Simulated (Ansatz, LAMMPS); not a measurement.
# Localised basis functions on liquid Cu32Mg68 (at. %) at 1900 K (72 atoms), part 2 of 2

Aim: test how closely localised support functions follow the reference on liquid Cu32Mg68 (at. %) at 1900 K (72 atoms), and at what cost. A setting counts as converged where the r.m.s. difference of forces stays under 1 % of the r.m.s. force.

Ansatz 0.2.0; Kohn-Sham DFT, PBE, PAW (set soft_2), plane waves.

The cell: 23 Cu and 49 Mg. The network of bonds at the start is that of the classical potential that made the cell.

So far. Step 4 (Support functions medium): Forces differ from the reference by 0.79 meV/Å r.m.s., 0.10 % of their size, well within a tolerance of 1 %; the energy by -1.2 meV/atom.

### 5. Support functions low

The level low is asked for. Here it resolves to the same grid and radius as in the run with support functions medium, so the basis is not new.

This step: Kohn-Sham DFT, PBE, PAW (set soft_2), localised support functions (low) (Ansatz 0.2.0).

The input, input.yaml:

```yaml
crystal:
  lattice:
    - [12.22326, 0.0, 0.0]
    - [0.0, 12.22326, 0.0]
    - [0.0, 0.0, 12.22326]
  atoms:
    [... the 72 atom lines of step 3 ...]
kpoints:
  mp_grid: { grid: [2, 2, 2] }
hamiltonian:
  xc: pbe
scf:
  occupations: { method: methfessel_paxton, width: 0.15 }
  eigensolver: { kind: { support_functions: { accuracy: low } } }
  max_iter: 150
output:
  forces: true
```

Started as:

```sh
> ansatz run input.yaml --threads 4 --pin off --max-ram 8192MiB --backend cpu --events-out ev --progress --plain --runs-dir out
```

Numbers of over 12 decimals in the logs are rounded to 6 here.

The program printed:

```text
[...]
Crystal: 72 atoms, lattice volume = 1826.254 Å³
Basis set: ecut = 420 eV, 35729 PW (Γ), exchange–correlation on 180×180×180 points (8 copies of the dense FFT grid, shifted against one another)
Bands: 557, of which v1, the nominal top of the filled ones, is band 464 counted from 1 (463 counted from 0)
Symmetry: 1 space group operations
k-points: 8
[...]
Eigensolver: Support functions (low, 54×54×54 points, laid for a spacing of at most 0.228497 Å, radius 4.349527 Å, up to 4.528343 Å in less dense regions, 1 species' potentials softened for the grid, 2 wholly corrected for its errors in the mean over positions, 2 with the egg-box correction, energy correction by stochastic trace)
[...]
SCF iter   1: F=—  HF=-246675.859903 eV  |F-HF|=—  |Δ(HF+E_count)|=         —  Δρ=3.59e-1  dr2=2.49e3  ethr=1.00e-1
[...]
SCF iter  22: F=—  HF=-246611.668075 eV  |F-HF|=—  |Δ(HF+E_count)|=   2.48e-3  S|Δr|=    0.00e0  Δρ=2.49e-5  dr2=1.69e-5  ethr=6.53e-9  κ⁻¹=8.6e-4(r=7)
SCF iter  23: F=-246611.670204 eV  HF=-246611.670209 eV  |F-HF|=5.00e-6  |Δ(HF+E_count)|=   2.13e-3  S|Δr|=    0.00e0  Δρ=1.83e-5  dr2=7.03e-6  ethr=1.82e-9
SCF 1 converged in 23 iterations: F = -246611.708474 eV  dr2 = 7.03e-6
[...]
SCF converged after 23 iterations
[...]
Free energy (F): -246611.708474 eV
[...]
Internal energy: -246611.699348 eV  (E = F + TS)
E sigma→0 (E₀):  -246611.706193 eV
Entropy (-TS):   -0.009126 eV (-0.127 meV/atom)
Fermi energy:    5.153903 eV
[...]
Σ components = -246611.708474   (vs F -246611.708474, Δ=0.00e0)
--- Forces (eV/Å), atoms counted from 1 ---
  atom   1  Cu     1.12808001     0.43572356     0.48773040
  atom   2  Cu    -0.19718709    -0.60171465     0.84302008
  atom   3  Cu     0.50853772     0.49435234    -0.02575213
  atom   4  Cu     0.79885442    -1.82712358    -2.84955801
[...]
atom  72  Mg    -0.04589853    -1.20359461    -0.84939594
  max |Σ_I F_I| component: 3.79e-3 eV/Å
--- Band table (eV; the first three rows and the last of 8) ---
[...]
```

Elapsed: 4.2 min, on 4 threads of Arm Neoverse V2, shared host; peak memory 3.6 GiB.

Keys that differ from the reference: support_functions.accuracy = "low" and scf.max_iter = 150.

Forces differ from the reference by 0.82 meV/Å r.m.s., 0.10 % of their size, well within a tolerance of 1 %; the energy by -1.2 meV/atom.

### 6. Support functions medium, radius 4.22 Å

The radius confines each support function; a larger one gives more freedom and more work per atom.

This step: Kohn-Sham DFT, PBE, PAW (set soft_2), localised support functions (medium) (Ansatz 0.2.0).

input.yaml, the sections that differ from step 5:

```yaml
scf:
  occupations: { method: methfessel_paxton, width: 0.15 }
  eigensolver: { kind: { support_functions: { accuracy: medium, radius: 4.22 } } }
  max_iter: 150
# crystal, kpoints, hamiltonian, output: as in step 5
```

The program printed:

```text
[...]
Crystal: 72 atoms, lattice volume = 1826.254 Å³
Basis set: ecut = 420 eV, 35729 PW (Γ), exchange–correlation on 180×180×180 points (8 copies of the dense FFT grid, shifted against one another)
Bands: 557, of which v1, the nominal top of the filled ones, is band 464 counted from 1 (463 counted from 0)
Symmetry: 1 space group operations
k-points: 8
[...]
SCF iter   1: F=—  HF=-246671.865420 eV  |F-HF|=—  |Δ(HF+E_count)|=         —  Δρ=3.54e-1  dr2=2.41e3  ethr=1.00e-1
[...]
SCF iter  24: F=—  HF=-246611.658843 eV  |F-HF|=—  |Δ(HF+E_count)|=   2.52e-3  S|Δr|=    0.00e0  Δρ=8.96e-6  dr2=2.44e-6  ethr=7.32e-10  κ⁻¹=1.2e-4(r=7)
SCF iter  25: F=-246611.658842 eV  HF=-246611.658843 eV  |F-HF|=6.30e-7  |Δ(HF+E_count)|=   1.60e-7  S|Δr|=    0.00e0  Δρ=5.86e-6  dr2=9.58e-7  ethr=2.63e-10
SCF 1 converged in 25 iterations: F = -246611.707584 eV  dr2 = 9.58e-7
[...]
SCF converged after 25 iterations
[...]
Free energy (F): -246611.707584 eV
[...]
Internal energy: -246611.698500 eV  (E = F + TS)
E sigma→0 (E₀):  -246611.705313 eV
Entropy (-TS):   -0.009084 eV (-0.126 meV/atom)
Fermi energy:    5.154165 eV
[...]
Σ components = -246611.707584   (vs F -246611.707584, Δ=0.00e0)
--- Forces (eV/Å), atoms counted from 1 ---
  atom   1  Cu     1.12803868     0.43640420     0.48616302
  atom   2  Cu    -0.19773736    -0.60096990     0.84310172
  atom   3  Cu     0.50857968     0.49344442    -0.02541013
  atom   4  Cu     0.79885165    -1.82759261    -2.85003636
[...]
atom  72  Mg    -0.04619185    -1.20319696    -0.84953599
  max |Σ_I F_I| component: 5.39e-3 eV/Å
--- Band table (eV; the first three rows and the last of 8) ---
[...]
```

The job ended after 4.2 min (4 threads; peak memory 3.5 GiB).

Keys that differ from the reference: support_functions.accuracy = "medium", support_functions.radius = 4.22 and scf.max_iter = 150.

Forces differ from the reference by 0.92 meV/Å r.m.s., 0.12 % of their size, well within a tolerance of 1 %; the energy by -1.2 meV/atom.

### 7. Support functions medium, radius 4.57 Å

The radius confines each support function; a larger one gives more freedom and more work per atom.

input.yaml, the sections that differ from step 6:

```yaml
scf:
  occupations: { method: methfessel_paxton, width: 0.15 }
  eigensolver: { kind: { support_functions: { accuracy: medium, radius: 4.57 } } }
  max_iter: 150
# crystal, kpoints, hamiltonian, output: as in step 6
```

The program printed:

```text
[...]
Crystal: 72 atoms, lattice volume = 1826.254 Å³
Basis set: ecut = 420 eV, 35729 PW (Γ), exchange–correlation on 180×180×180 points (8 copies of the dense FFT grid, shifted against one another)
Bands: 557, of which v1, the nominal top of the filled ones, is band 464 counted from 1 (463 counted from 0)
Symmetry: 1 space group operations
k-points: 8
[...]
SCF iter   1: F=—  HF=-246681.342934 eV  |F-HF|=—  |Δ(HF+E_count)|=         —  Δρ=3.66e-1  dr2=2.61e3  ethr=1.00e-1
[...]
SCF iter  24: F=—  HF=-246611.686160 eV  |F-HF|=—  |Δ(HF+E_count)|=   1.21e-3  S|Δr|=    0.00e0  Δρ=1.15e-5  dr2=3.04e-6  ethr=5.75e-10  κ⁻¹=2.5e-4(r=7)
SCF iter  25: F=-246611.686159 eV  HF=-246611.686160 eV  |F-HF|=5.65e-7  |Δ(HF+E_count)|=   1.77e-7  S|Δr|=    0.00e0  Δρ=5.86e-6  dr2=9.40e-7  ethr=3.28e-10
SCF 1 converged in 25 iterations: F = -246611.709868 eV  dr2 = 9.40e-7
[...]
SCF converged after 25 iterations
[...]
Free energy (F): -246611.709868 eV
[...]
Internal energy: -246611.700677 eV  (E = F + TS)
E sigma→0 (E₀):  -246611.707570 eV
Entropy (-TS):   -0.009191 eV (-0.128 meV/atom)
Fermi energy:    5.153647 eV
[...]
Σ components = -246611.709868   (vs F -246611.709868, Δ=0.00e0)
--- Forces (eV/Å), atoms counted from 1 ---
  atom   1  Cu     1.12846418     0.43611543     0.48769125
  atom   2  Cu    -0.19727163    -0.60192041     0.84330160
  atom   3  Cu     0.50831757     0.49512699    -0.02529660
  atom   4  Cu     0.79978369    -1.82732823    -2.84944118
[...]
atom  72  Mg    -0.04579980    -1.20350155    -0.84899847
  max |Σ_I F_I| component: 4.69e-3 eV/Å
--- Band table (eV; the first three rows and the last of 8) ---
[...]
```

The job ended after 5.5 min (4 threads; peak memory 3.9 GiB).

Keys that differ from the reference: support_functions.accuracy = "medium", support_functions.radius = 4.57 and scf.max_iter = 150.

Forces differ from the reference by 0.68 meV/Å r.m.s., 0.087 % of their size, well within a tolerance of 1 %; the energy by -1.3 meV/atom.

### 8. The ladder side by side

Each row is set against the plane-wave reference (Kohn-Sham DFT, PBE, PAW (set soft_2), plane waves; r.m.s. force component 0.784 eV/Å). Energies are set beside the reference only for runs with its functional, potentials and electron count. Times are for 4 threads of Arm Neoverse V2, shared host. The reference's time includes the DOS, the stress and grids, which some other runs skip.

| run | Δ force, r.m.s. (meV/Å) | share of r.m.s. force (%) | Δ energy (meV/atom) | cycles | time | host memory (GiB) |
| --- | --- | --- | --- | --- | --- | --- |
| reference | - | - | - | 11 | 7.6 min | 6.8 |
| support functions medium | 0.79 | 0.101 | -1.24 | 25 | 4.5 min | 3.6 |
| support functions low | 0.818 | 0.104 | -1.23 | 23 | 4.2 min | 3.6 |
| support functions medium, radius 4.22 Å | 0.924 | 0.118 | -1.22 | 25 | 4.2 min | 3.5 |
| support functions medium, radius 4.57 Å | 0.68 | 0.0868 | -1.25 | 25 | 5.5 min | 3.9 |

### 9. What the reference run shows

The comparisons rest on this run, so its electronic structure is set out here.

Neighbours are counted within 3.62 Å (Mg-Mg), 3.62 Å (Mg-Cu), 3.62 Å (Cu-Cu), cutoffs set anew for this text.

Length of the force by element and coordination:

| element | coordination | atoms | mean length of the force (eV/Å) | spread | least | most |
| --- | --- | --- | --- | --- | --- | --- |
| Cu | all | 23 | 1.31 | 0.935 | 0.186 | 3.48 |
| Cu | 6 | 5 | 0.756 | 0.521 | 0.294 | 1.66 |
| Cu | 7 | 4 | 1.84 | 0.966 | 1.01 | 3.48 |
| Cu | 8 | 5 | 0.893 | 0.431 | 0.307 | 1.61 |
| Cu | 9 | 5 | 1.54 | 1.18 | 0.186 | 2.97 |
| Cu | 10 | 4 | 1.70 | 0.821 | 0.466 | 2.74 |
| Mg | all | 49 | 1.04 | 0.635 | 0.152 | 3.07 |
| Mg | 4 | 2 | 0.917 | 0.643 | 0.274 | 1.56 |
| Mg | 5 | 2 | 1.42 | 0.793 | 0.632 | 2.22 |
| Mg | 6 | 12 | 1.09 | 0.781 | 0.160 | 3.07 |
| Mg | 7 | 9 | 1.04 | 0.482 | 0.152 | 1.89 |
| Mg | 8 | 16 | 1.13 | 0.609 | 0.323 | 2.34 |
| Mg | 9 | 6 | 0.585 | 0.305 | 0.235 | 1.09 |
| Mg | 10 | 2 | 1.17 | 0.116 | 1.05 | 1.28 |

States in the cell by windows of 1 eV, zero at the Fermi level; the larger projections on atomic orbitals stand beside the total:

| from (eV) | to (eV) | total | Cu d | Mg s | Cu s |
| --- | --- | --- | --- | --- | --- |
| -14 | -7 | 0.0 | 0.0 | 0.0 | 0.0 |
| -7 | -6 | 5.9 | 0.1 | 2.8 | 2.9 |
| -6 | -5 | 11.5 | 0.4 | 6.1 | 4.9 |
| -5 | -4 | 21.5 | 4.8 | 10.8 | 5.4 |
| -4 | -3 | 94.5 | 74.3 | 13.5 | 5.1 |
| -3 | -2 | 151.1 | 132.4 | 11.0 | 4.7 |
| -2 | -1 | 37.8 | 13.1 | 13.7 | 5.4 |
| -1 | 0 | 28.6 | 2.0 | 10.1 | 4.2 |
| 0 | 1 | 36.2 | 1.1 | 8.6 | 3.6 |
| 1 | 2 | 32.8 | 0.5 | 5.4 | 2.2 |
| 2 | 3 | 37.2 | 0.3 | 4.1 | 1.8 |

The curve was stored every 0.100 eV, coarse against its broadening of 0.08 eV, so these counts are rough.

The stored curve holds about 351 of the 927 electrons; the rest, give or take the few that broadening carries across the Fermi level, lie in deeper levels below its range.

The levels nearest the highest filled one (over half full), pooled over k-points and spins:

| level less the highest filled one (eV) | occupation |
| --- | --- |
| -0.062 | 1.65 |
| -0.0521 | 1.57 |
| -0.0468 | 1.52 |
| -0.0427 | 1.48 |
| -0.0196 | 1.24 |
| 0 | 1.02 |
| 0.0111 | 0.894 |
| 0.0128 | 0.874 |
| 0.015 | 0.85 |
| 0.0186 | 0.81 |
| 0.0285 | 0.702 |
| 0.029 | 0.697 |

Electrostatic potential energy in the bc plane at fractional x = 0.029, with atoms of Cu and Mg within 0.2 Å of it. With pseudopotentials it is smooth inside the atoms' cores, unlike the true potential.

Ten even steps from '0' (-49 eV) to '9' (9 eV), each cell a mean:
```
8999999961026873016899875689999988
9999999987678985347899998899999998
9999888999999998888999999999999999
9998634789999999999999999999999999
9987200488987789999999999999999999
9998522688851158999999999888999999
9999878898730037999998887424799999
9999999999875578999887786202699999
9999999999998899999877788656899999
9999999999999999999988899989999999
9999999999999999999999998877899999
8999999999999999999999987311689988
3799999999999998899999986100488621
1599999999999876678999998645788400
4799999999999840047999999988999742
9999999999999851047899999999999988
9999999999999987788888899999899999
9877899999999999988522689974358999
8766789997546899997200389840016999
9877889984001699998533689963247999
9988999985103799999888899998889999
9999999998667999999999887889999999
9999999975358999889999742378999999
9999999840005887568898720168999998
```
Columns run along b (12.2 Å; values clipped at the 3rd and 97th percentile), rows up along c (12.2 Å). Atoms in or near the plane, at fractional coordinates: Cu at (0.97, 0.43), Cu at (0.30, 0.00), Cu at (0.32, 0.17), Mg at (0.16, 0.80), Mg at (0.37, 0.73), Mg at (0.78, 0.48), Mg at (0.61, 0.22).

Valence density in the bc plane at fractional x = 0.029, with atoms of Cu and Mg within 0.2 Å of it. It is the smooth field of the valence electrons, not physical close to the nuclei.

Ten steps, logarithmic in the rise over the least value, from '0' (0 e/Å³) to '9' (38 e/Å³), each cell a mean:
```
0000000136862114651000012100000000
0000000012211002430000000000000000
0000000000000000000000000000000000
0000244100000000000000000000000000
0001587400000000000000000000000000
0000365200026630000000000111000000
0000000000047740000000002454200000
0000000000013310000000112575200000
0000000000000000000001111232100000
0000000000000000000000000110000000
0000000000000000000000000011000000
1000000000000000000000000476200011
5200000000000000000000001687301367
7300000000000002200000000243101489
4100000000000037730000000000000256
1000000000000036630000000000000011
0000000000000001100000000001100000
0000000000000000000255200124541100
0011000002443100000588400147962100
0000000014896200000255100125641000
0000000013785200000000000011110000
0000000001221100000000000000000000
0000000014531000000000035410000000
0000000148973101210000047510000000
```
Columns run along b (12.2 Å), rows up along c (12.2 Å). Atoms in or near the plane, at fractional coordinates: Cu at (0.97, 0.43), Cu at (0.30, 0.00), Cu at (0.32, 0.17), Mg at (0.16, 0.80), Mg at (0.37, 0.73), Mg at (0.78, 0.48), Mg at (0.61, 0.22).

### 10. Local order

These statistics describe the geometry on which the runs were made.

Density 2.41 g/cm³, 25.36 Å³ an atom.

g(r), total and by pair (bins of 0.1 Å):

| r (Å) | total | Mg-Mg | Mg-Cu | Cu-Cu |
| --- | --- | --- | --- | --- |
| 1.95 | 0.00 | 0.00 | 0.00 | 0.00 |
| 2.05 | 0.13 | 0.00 | 0.00 | 1.28 |
| 2.15 | 0.24 | 0.00 | 0.55 | 0.00 |
| 2.25 | 0.66 | 0.00 | 1.26 | 1.06 |
| 2.35 | 1.11 | 0.00 | 1.86 | 2.96 |
| 2.45 | 1.03 | 0.20 | 1.50 | 2.77 |
| 2.55 | 1.30 | 0.56 | 1.80 | 2.59 |
| 2.65 | 1.20 | 0.86 | 1.46 | 1.59 |
| 2.75 | 1.86 | 1.45 | 2.56 | 0.74 |
| 2.85 | 2.08 | 1.65 | 2.86 | 0.69 |
| 2.95 | 1.61 | 1.10 | 2.07 | 1.91 |
| 3.05 | 1.62 | 1.68 | 1.53 | 1.78 |
| 3.15 | 1.53 | 2.32 | 1.04 | 0.00 |
| 3.25 | 1.33 | 1.27 | 1.45 | 1.04 |
| 3.35 | 0.94 | 1.51 | 0.57 | 0.00 |
| 3.45 | 0.66 | 0.61 | 0.76 | 0.46 |
| 3.55 | 0.67 | 1.06 | 0.31 | 0.44 |
| 3.65 | 0.55 | 0.64 | 0.49 | 0.41 |
| 3.75 | 0.99 | 1.03 | 0.64 | 2.33 |
| 3.85 | 0.83 | 1.22 | 0.53 | 0.37 |
| 3.95 | 1.15 | 1.24 | 1.24 | 0.36 |
| 4.05 | 0.92 | 0.96 | 0.94 | 0.68 |
| 4.15 | 0.95 | 1.06 | 0.83 | 0.95 |
| 4.25 | 0.93 | 0.94 | 0.93 | 0.90 |
| 4.35 | 0.95 | 1.09 | 0.89 | 0.57 |
| 4.45 | 0.77 | 0.86 | 0.65 | 0.83 |
| 4.55 | 0.76 | 0.76 | 0.88 | 0.27 |
| 4.65 | 0.75 | 0.73 | 0.95 | 0.00 |
| 4.75 | 1.07 | 1.02 | 1.14 | 0.98 |
| 4.85 | 1.12 | 1.24 | 1.15 | 0.47 |
| 4.95 | 1.19 | 0.94 | 1.52 | 0.90 |
| 5.05 | 0.95 | 0.95 | 1.11 | 0.21 |
| 5.15 | 1.01 | 0.64 | 1.45 | 0.83 |
| 5.25 | 1.22 | 1.18 | 1.26 | 1.20 |
| 5.35 | 0.92 | 0.76 | 0.72 | 2.49 |
| 5.45 | 1.08 | 0.98 | 1.09 | 1.48 |
| 5.55 | 0.95 | 0.90 | 0.92 | 1.25 |
| 5.65 | 1.00 | 0.91 | 1.05 | 1.20 |
| 5.75 | 1.05 | 0.99 | 1.13 | 0.99 |
| 5.85 | 1.15 | 1.06 | 1.28 | 0.96 |
| 5.95 | 0.93 | 1.03 | 0.94 | 0.47 |
| 6.05 | 1.07 | 0.99 | 1.05 | 1.50 |

Neighbours by pair of elements; one cutoff, the widest of the pairs' first minima of g(r), serves all pairs of this metal (cutoffs were set anew for this text, so counts can differ from the run's own analysis):

| pair A-B | cutoff (Å) | bonds | mean length (Å) | spread (Å) | shortest (Å) | B about A | A about B |
| --- | --- | --- | --- | --- | --- | --- | --- |
| Mg-Mg | 3.62 | 111 | 3.11 | 0.272 | 2.48 | 4.53 | 4.53 |
| Mg-Cu | 3.62 | 133 | 2.88 | 0.35 | 2.18 | 2.71 | 5.78 |
| Cu-Cu | 3.62 | 25 | 2.75 | 0.379 | 2.08 | 2.17 | 2.17 |

How many atoms have how many bonded neighbours:

| element | mean | 4 | 5 | 6 | 7 | 8 | 9 | 10 |
| --- | --- | --- | --- | --- | --- | --- | --- | --- |
| Cu | 7.96 | 0 | 0 | 5 | 4 | 5 | 5 | 4 |
| Mg | 7.25 | 2 | 2 | 12 | 9 | 16 | 6 | 2 |

With the cutoffs above, 33 % of Mg atoms have 8 bonded neighbours.

A closer look about Mg28, which has 5 bonded neighbours where the commonest count for Mg is 8: 12 atoms, nearest first, numbered in the order of the input, with positions taken from that point.

| atom | x | y | z | distance (Å) | bonds | Fx | Fy | Fz (eV/Å) |
| --- | --- | --- | --- | --- | --- | --- | --- | --- |
| Mg28 | 0.00 | 0.00 | 0.00 | 0.00 | 5 | -0.61 | 0.03 | -0.18 |
| Cu4 | 2.06 | 1.39 | 0.32 | 2.51 | 7 | 0.80 | -1.83 | -2.85 |
| Mg41 | 0.17 | -0.15 | 2.97 | 2.98 | 6 | -0.93 | 0.41 | 0.50 |
| Mg33 | 2.06 | -0.24 | -2.15 | 2.99 | 6 | -1.46 | -1.51 | -0.14 |
| Mg25 | -3.12 | 0.36 | -0.74 | 3.22 | 8 | -0.21 | -0.25 | 0.19 |
| Cu5 | 1.74 | 1.70 | 2.35 | 3.38 | 9 | -0.08 | 0.95 | 2.81 |
| Mg71 | 3.04 | -2.49 | -0.03 | 3.93 | 7 | -0.90 | 0.54 | -0.60 |
| Mg26 | -2.99 | 1.79 | 1.85 | 3.94 | 6 | 0.37 | 0.89 | -0.01 |
| Mg36 | -0.52 | 3.76 | 1.25 | 4.00 | 7 | 1.03 | -1.12 | -0.40 |
| Mg52 | -2.07 | 2.75 | -2.22 | 4.10 | 6 | 0.06 | -0.65 | -0.51 |
| Mg45 | 1.72 | 2.32 | -2.98 | 4.15 | 7 | -0.16 | 0.71 | -0.35 |
| Mg35 | 2.62 | -1.28 | 2.96 | 4.15 | 10 | 1.27 | -0.18 | -0.04 |

The column of bonds counts only the pairs Mg-Mg within 3.62 Å, Mg-Cu within 3.62 Å, Cu-Cu within 3.62 Å; other neighbours, such as metal atoms beside each other in a compound, aren't counted, and periodic images can show an atom twice.

### 11. Summary of results

* free energy per atom: -3425.1614 eV/atom
* pressure: -0.218 GPa
* r.m.s. force component: 0.7836 eV/Å
* wall time of the 5 DFT runs: 26 min

Against plane waves at 420 eV, the forces differ by 0.79 meV/Å (0.10 %) with support functions medium, and by 0.68 meV/Å in the closest run (support functions medium, radius 4.57 Å). Differences between support functions and plane waves include what basis error the plane-wave run still has. As the radius goes from 4.22 to 4.57 Å, the force difference goes from 0.92 to 0.68 meV/Å, and the time from 4.2 min to 5.5 min.

30 levels are partly filled, by over 2 % (on the run's k-points), as in a metal. With the cutoffs above, 33 % of Mg atoms have 8 bonded neighbours.

**Limits.** The force components of 0.78 eV/Å r.m.s. hold both thermal displacement and the mismatch between the potential that made the cell and DFT. The pressure of a single frame lacks the kinetic term.

[Logs are printed without paths, hosts, clocks, repeated set-up lines and the standing remarks that a program may print on its own settings, such as how far it seeks lower states.]

[Hosts, paths, dates, database ids (printed as entryN), source tags and the programs' standing remarks are cut or masked in the printed files.]
